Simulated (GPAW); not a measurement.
Consider Zn2P2O7 (C2/m).

```xyz
11
Lattice="3.3263 -4.1943 0.0000 3.3263 4.1943 0.0000 -1.1603 0.0000 4.4084" Properties=species:S:1:pos:R:3 pbc="T T T"
Zn    2.7461   -1.5993    2.2042
Zn    2.7461    1.5993    2.2042
P     0.3748    0.0000    3.9987
P     5.1174    0.0000    0.4096
O     3.2104    0.0000    3.4703
O     0.0000    0.0000    0.0000
O     2.2818    0.0000    0.9380
O     4.8550   -1.2757    1.2215
O     0.6372   -1.2757    3.1869
O     0.6372    1.2757    3.1869
O     4.8550    1.2757    1.2215
```

Absorber: atom 5, with 1 P at 1.54 Å (terminal, site symmetry m). Method: GPAW, LDA, full core hole (charged cell), 22-atom cell with 6.5 Å between holes, 3×3×3 k points, dipole transitions, Gaussian full width 0.9 eV up to 4 eV, rising linearly to 3.5 eV at 25 eV.

Q: Where do the maxima of the O K edge fall?

Main maxima up to 24 eV above the zero (height): 4.4 eV (2.89) and 7.9 eV (1.45). A K edge sees empty p states on the absorber. The total-energy difference plus the lowest empty eigenvalue puts the zero at 536.28 eV. One term is added: -8.83 eV, since the hole is spin-paired here and a spin-polarised one costs that much less in the free atom (computed apart). The photon energy is then 527.45 eV. The functional and the charged cell's background leave an error in such absolute values: in the free atom LDA prices this hole 4.1 eV below PBE (computed apart), and PBE is itself good to a few eV.

The O K spectrum (energy from the lowest empty level; intensity scaled to a mean of 1 over the first 20 eV; polarised curves are means over the symmetry-equivalent atoms):

| E (eV) | isotropic | ε ∥ x | ε ∥ y | ε ∥ z |
| --- | --- | --- | --- | --- |
| -2.0 | 0.00 | 0.00 | 0.00 | 0.00 |
| -1.5 | 0.00 | 0.00 | 0.00 | 0.00 |
| -1.0 | 0.00 | 0.00 | 0.00 | 0.00 |
| -0.5 | 0.00 | 0.00 | 0.00 | 0.00 |
| 0.0 | 0.01 | 0.00 | 0.01 | 0.02 |
| 0.5 | 0.08 | 0.02 | 0.09 | 0.15 |
| 1.0 | 0.30 | 0.06 | 0.30 | 0.54 |
| 1.5 | 0.64 | 0.09 | 0.77 | 1.06 |
| 2.0 | 1.02 | 0.17 | 1.53 | 1.37 |
| 2.5 | 1.19 | 0.52 | 1.64 | 1.40 |
| 3.0 | 1.87 | 1.56 | 1.11 | 2.95 |
| 3.5 | 2.41 | 2.43 | 0.93 | 3.89 |
| 4.0 | 2.58 | 2.19 | 1.91 | 3.65 |
| 4.5 | 2.89 | 2.42 | 2.93 | 3.31 |
| 5.0 | 2.29 | 2.08 | 2.66 | 2.14 |
| 5.5 | 1.74 | 1.59 | 1.88 | 1.76 |
| 6.0 | 1.56 | 1.46 | 1.56 | 1.67 |
| 6.5 | 1.44 | 1.37 | 1.50 | 1.46 |
| 7.0 | 1.39 | 1.30 | 1.44 | 1.42 |
| 7.5 | 1.42 | 1.24 | 1.41 | 1.60 |
| 8.0 | 1.45 | 1.15 | 1.41 | 1.80 |
| 8.5 | 1.37 | 1.03 | 1.34 | 1.75 |
| 9.0 | 1.23 | 1.00 | 1.22 | 1.48 |
| 9.5 | 1.10 | 1.10 | 1.07 | 1.15 |
| 10.0 | 0.96 | 1.17 | 0.87 | 0.84 |
| 10.5 | 0.82 | 1.13 | 0.72 | 0.61 |
| 11.0 | 0.73 | 1.03 | 0.70 | 0.46 |
| 11.5 | 0.69 | 0.92 | 0.75 | 0.40 |
| 12.0 | 0.65 | 0.79 | 0.77 | 0.38 |
| 12.5 | 0.59 | 0.68 | 0.72 | 0.38 |
| 13.0 | 0.55 | 0.63 | 0.62 | 0.39 |
| 13.5 | 0.53 | 0.65 | 0.54 | 0.41 |
| 14.0 | 0.52 | 0.67 | 0.49 | 0.41 |
| 14.5 | 0.50 | 0.66 | 0.45 | 0.39 |
| 15.0 | 0.47 | 0.62 | 0.41 | 0.37 |
| 15.5 | 0.44 | 0.57 | 0.38 | 0.36 |
| 16.0 | 0.43 | 0.54 | 0.36 | 0.39 |
| 16.5 | 0.45 | 0.56 | 0.35 | 0.45 |
| 17.0 | 0.48 | 0.58 | 0.34 | 0.52 |
| 17.5 | 0.51 | 0.61 | 0.32 | 0.60 |
| 18.0 | 0.53 | 0.62 | 0.30 | 0.67 |
| 18.5 | 0.55 | 0.62 | 0.29 | 0.74 |
| 19.0 | 0.57 | 0.62 | 0.29 | 0.80 |
| 19.5 | 0.59 | 0.62 | 0.31 | 0.85 |
| 20.0 | 0.61 | 0.62 | 0.33 | 0.88 |
| 20.5 | 0.63 | 0.62 | 0.36 | 0.90 |
| 21.0 | 0.64 | 0.62 | 0.39 | 0.90 |
| 21.5 | 0.65 | 0.61 | 0.42 | 0.91 |
| 22.0 | 0.65 | 0.61 | 0.45 | 0.91 |
| 22.5 | 0.66 | 0.60 | 0.48 | 0.91 |
| 23.0 | 0.68 | 0.61 | 0.51 | 0.92 |
| 23.5 | 0.71 | 0.63 | 0.55 | 0.94 |
| 24.0 | 0.74 | 0.65 | 0.61 | 0.97 |
| 24.5 | 0.79 | 0.67 | 0.68 | 1.01 |
| 25.0 | 0.84 | 0.70 | 0.76 | 1.05 |
| 25.5 | 0.88 | 0.72 | 0.85 | 1.08 |
| 26.0 | 0.92 | 0.75 | 0.93 | 1.09 |
| 26.5 | 0.95 | 0.77 | 1.00 | 1.08 |
| 27.0 | 0.96 | 0.79 | 1.04 | 1.04 |
| 27.5 | 0.95 | 0.81 | 1.06 | 0.99 |
| 28.0 | 0.94 | 0.83 | 1.04 | 0.94 |
| 28.5 | 0.91 | 0.84 | 1.01 | 0.89 |
| 29.0 | 0.88 | 0.84 | 0.96 | 0.85 |
| 29.5 | 0.86 | 0.84 | 0.90 | 0.83 |
| 30.0 | 0.84 | 0.83 | 0.86 | 0.83 |
| 30.5 | 0.82 | 0.80 | 0.83 | 0.82 |
| 31.0 | 0.80 | 0.78 | 0.81 | 0.82 |
| 31.5 | 0.79 | 0.74 | 0.80 | 0.82 |

The crystal has 3 inequivalent O sites and not all are shown here, while a measurement adds them all. The mesh is coarse (0.35 Å⁻¹ between points), so small maxima may be mesh ripples. The structure is a computed Materials Project entry and may be a hypothetical form.

[Banner, clock and machine lines of the logs are left out without a mark of their own.]

[Logs are printed without paths, hosts, clocks, repeated set-up lines and the standing remarks that a program may print on its own settings, such as how far it seeks lower states.]

[Hosts, paths, dates, database ids (printed as entryN), source tags and the programs' standing remarks are cut or masked in the printed files.]

[Lists of maxima count a maximum above −3 eV only where it reaches 4 % of the highest in the window and stands out from its surroundings by 2 % of it (1.5 % where it reaches 55 %); shoulders and weaker maxima are passed over, and of the rest the first, up to two pre-edge ones and the few strongest are named.]
